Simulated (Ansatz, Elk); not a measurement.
# How far do independent atoms describe GaCu2SnSe4?

The structure of GaCu2SnSe4 used here is made up (a known structure type with other elements) and was relaxed beforehand with PBEsol. The aim is the Fourier transform of its all-electron density, F(hkl), set beside the sum over free spherical atoms that refinements use.

Method: DFT, PBE, all-electron APW+lo, Dirac cores, scalar-relativistic bands, static density, no spin, in Elk 11.2.3 (patched build).

This account leaves out most program logs.

The structure was built from a prototype and need not be the compound's stable phase.

## (1) Set-up

It takes space group I-4 (No. 82, tetragonal). The conventional cell has a = 5.706 Å, b = 5.706 Å, c = 11.568 Å, α = 90.00°, β = 90.00°, γ = 90.00°. Nearest to Sn lie 4 Se at 2.73 Å. Nearest to Se lie 2 Cu at 2.37 to 2.41 Å and 1 Ga at 2.45 Å and 1 Sn at 2.73 Å. Nearest to Ga lie 4 Se at 2.45 Å. Nearest to Cu lie 4 Se at 2.37 Å. Nearest to Cu lie 4 Se at 2.41 Å. Farther neighbours and most contacts between anions are not listed.

## (2) Ground state and structure factors

An all-electron density is needed, since X-rays see the cores too. Task 0 finds the density and task 195 Fourier-transforms it; tshift is off so that phases refer to the origin typed.

elk.in

```
tasks
  0
  195

xctype
  20

spinpol
  .false.

rgkmax
  7.0

gmaxvr
  14.0

lmaxo
  7

lmaxapw
  8

swidth
  0.002

tshift
  .false.

ramdisk
  .false.

hmaxvr
  5.5

maxscl
  120

epspot
  1e-06

sppath
  './'

avec
  -5.39180513360 5.39180513360 10.93055029789
  5.39180513360 -5.39180513360 10.93055029789
  5.39180513360 5.39180513360 -10.93055029789

atoms
  4
  'Sn.in'
  1
  0.5000000000 0.5000000000 -0.0000000000   0.000000 0.000000 0.000000
  'Se.in'
  4
  0.3534974539 0.9097529360 0.9937205971   0.000000 0.000000 0.000000
  0.9160323389 0.3597768568 0.0062794029   0.000000 0.000000 0.000000
  0.0902470640 0.0839676611 0.4437445179   0.000000 0.000000 0.000000
  0.6402231432 0.6465025461 0.5562554821   0.000000 0.000000 0.000000
  'Ga.in'
  1
  0.7500000000 0.2500000000 0.5000000000   0.000000 0.000000 0.000000
  'Cu.in'
  2
  0.0000000000 -0.0000000000 -0.0000000000   0.000000 0.000000 0.000000
  0.2500000000 0.7500000000 0.5000000000   0.000000 0.000000 0.000000

ngridk
  6 6 6
```

Run with:

```console
$ OMP_NUM_THREADS=4 elk
```

The job ended after 4.5 min (4 threads of Intel Xeon Platinum 8488C (Sapphire Rapids), shared host; peak memory 0.42 GiB).

SFACRHO.OUT:

```text

h k l indices transformed by vhmat matrix:
   1.000000000       0.000000000       0.000000000    
   0.000000000       1.000000000       0.000000000    
   0.000000000       0.000000000       1.000000000    

      h      k      l  multipl.   |H|            Re(F)            Im(F)           |F|

      0      0      0      1   0.0000000       275.00000      0.24650560E-15   275.00000    
     -1     -1      1      2  0.57482790       2.1988728      0.70827191E-15   2.1988728    
     -1      0      1      4  0.64969239      -4.5888656      0.20397409       4.5933967    
      1      0     -1      4  0.64969239      -4.5888656     -0.20397409       4.5933967    
      0      0     -1      4  0.82400659       20.888421     -0.11441024E-14   20.888421    
     -1     -1      2      4   1.0046960       119.95130      -112.55331       164.48879    
     -2      0      1      4   1.0046960       119.95130       112.55331       164.48879    
     -1     -2      1      4   1.0406510      -34.697098       2.7546236       34.806272    
     -1     -2      2      4   1.0406510      -34.697098      -2.7546236       34.806272    
      2      2     -2      2   1.1496558       6.9738944      0.41303418E-13   6.9738944    
     -1      1      1      4   1.1653213       10.584694      0.44770372E-13   10.584694    
      0      2      0      4   1.2993848       28.017106      -1.4317208       28.053663    
      0     -2      0      4   1.2993848       28.017106       1.4317208       28.053663    
     -2      1      0      4   1.3341941      -31.409492       24.178186       39.637620    
      0     -1     -1      4   1.3341941      -31.409492      -24.178186       39.637620    
      2     -1     -1      4   1.3341941      -26.201376      -30.688200       40.351923    
     -2      1      1      4   1.3341941      -26.201376       30.688200       40.351923    
     -2     -2      3      4   1.4144594       11.996075       24.861879       27.604689
```

Elk indexes on the primitive cell of elk.in and gives |H| = 4π sin θ/λ in inverse bohr. Below, one row stands for each form hkl of the conventional cell (m members, Friedel mates merged), F is for one primitive cell and the density is static (no thermal factor). Free-atom factors are Waasmaier and Kirfel's, and R is Σm||F|−|F'||/Σm|F|.

```
hkl  m  sin θ/λ (Å⁻¹)  abs F, DFT  neutral atoms   diff.  abs of complex diff.
002  2          0.086       2.199          2.280  -0.081                 0.081
101  8          0.098       4.593          4.640  -0.047                 0.052
110  4          0.124      20.888         20.852  +0.037                 0.037
112  8          0.151     164.488        164.270  +0.219                 0.607
103  8          0.157      34.806         34.626  +0.180                 0.196
004  2          0.173       6.974          7.750  -0.776                 0.776
200  4          0.175      10.585         11.410  -0.825                 0.825
202  8          0.195      28.054         27.980  +0.074                 0.086
211  8          0.201      39.638         39.632  +0.005                 0.317
121  8          0.201      40.352         40.000  +0.352                 0.391
114  8          0.213      27.605         27.606  -0.001                 0.047
105  8          0.233      24.918         24.591  +0.327                 0.375
123  8          0.235      19.925         20.147  -0.221                 0.408
213  8          0.235      20.100         19.991  +0.109                 0.367
204  8          0.246     195.204        196.128  -0.924                 0.924
220  4          0.248     191.653        192.552  -0.899                 0.899
006  2          0.259      49.586         49.589  -0.003                 0.003
222  8          0.263      12.066         12.035  +0.031                 0.179
301  8          0.266      48.631         48.425  +0.206                 0.233
130  4          0.277       7.953          7.826  +0.126                 0.126
310  4          0.277       2.890          2.736  +0.154                 0.154
116  8          0.287     130.099        130.999  -0.900                 0.933
```

## (3) The highest occupied states alone

An energy window below the Fermi level keeps the highest occupied states, to see at which angles they scatter; shallow core shells can lie inside it and anion s states outside. No new self-consistency is needed.

Changes to elk.in since step 2:

```diff
@@ -1,3 +1,2 @@
 tasks
-  0
   195
@@ -40,2 +39,5 @@
 
+wsfac
+  -0.250830 0.490160
+
 sppath
```

Run with:

```console
$ OMP_NUM_THREADS=4 elk
```

Elapsed: 23 s, on 4 threads; peak memory 0.29 GiB.

States within 12 eV below the Fermi level hold 45.00 electrons; any levels below the window count with the cores. Their amplitudes can exceed the total, where window and core parts have opposite phase:

```
hkl  sin θ/λ (Å⁻¹)  abs F, window  abs F, all
002          0.086          1.015       2.199
101          0.098         12.037       4.593
110          0.124          0.558      20.888
112          0.151         18.779     164.488
103          0.157          9.545      34.806
004          0.173         11.210       6.974
200          0.175         11.336      10.585
202          0.195          0.314      28.054
211          0.201          9.405      39.638
121          0.201          8.436      40.352
```

## (4) Another functional

The difference from free atoms is small, so it is set against the change that LDA (Perdew-Wang) makes.

Changes to elk.in since step 3:

```diff
@@ -1,2 +1,3 @@
 tasks
+  0
   195
@@ -4,3 +5,3 @@
 xctype
-  20
+  3
 
@@ -39,5 +40,2 @@
 
-wsfac
-  -0.250830 0.490160
-
 sppath
```

Run with:

```console
$ OMP_NUM_THREADS=4 elk
```

Elapsed: 3 min, on 4 threads; peak memory 0.34 GiB; 11 min of CPU time.

Against the first run R = 0.05 %; the largest change is -0.087 at 228.

## (5) Basis size

The basis and the expansions that go with it are enlarged, to see whether the differences are converged.

Changes to elk.in since step 4:

```diff
@@ -5,3 +5,3 @@
 xctype
-  3
+  20
 
@@ -11,12 +11,12 @@
 rgkmax
-  7.0
+  8.5
 
 gmaxvr
-  14.0
+  18.0
 
 lmaxo
-  7
+  9
 
 lmaxapw
-  8
+  10
```

Run with:

```console
$ OMP_NUM_THREADS=4 elk
```

The job ended after 11 min (4 threads; peak memory 1 GiB).

The run was cut off at its time limit.

## (6) Settings against the effect

```
              run  R against the first run (%)  R against neutral atoms, low angle (%)  wall time
    PBE, rgkmax 7                         0.00                                    0.56    4.5 min
LDA (Perdew-Wang)                         0.05                                    0.57      3 min
```

## (7) Results

* R against neutral atoms, sin θ/λ < 0.3 Å⁻¹: 0.56 %
* R against neutral atoms, 0.3 to 0.56 Å⁻¹: 0.15 %

**Reading.** Independent neutral atoms miss the calculated amplitudes by R = 0.56 % below 0.3 Å⁻¹ and 0.15 % from there to 0.56 Å⁻¹; by shells, 0.55 % below 0.15 Å⁻¹ (3 forms), 0.57 % 0.15 to 0.3 (24 forms), 0.19 % 0.3 to 0.45 (55 forms), 0.12 % above 0.45 (67 forms). Bonding, aspherical density and the tables' own atoms all enter these figures, and the runs don't part them. The largest change of an amplitude is -0.92 electrons, at 204. R counts amplitudes alone; phases shift too. The window's part falls from 45.0 electrons at the origin to at most 5.15 between 0.45 and 0.56 Å⁻¹, where compact states inside the window still scatter. Below 0.3 Å⁻¹ the changes that finished (LDA (Perdew-Wang)) move F by R = 0.01 % at most, against the 0.56 % that separates it from free atoms. The basis has no finished test. The k-mesh has no finished test. These runs have no spin, though d or f shells may be open. The electron count is odd, so without spin the run is a metal by force. Part of the difference isn't bonding: the tables are fits to free atoms and ions calculated by other methods than this functional. Thermal motion, anomalous dispersion and extinction are left out.

[Logs are printed without paths, hosts, clocks, repeated set-up lines and the standing remarks that a program may print on its own settings, such as how far it seeks lower states.]

[Hosts, paths, dates, database ids (printed as entryN), source tags and the programs' standing remarks are cut or masked in the printed files.]
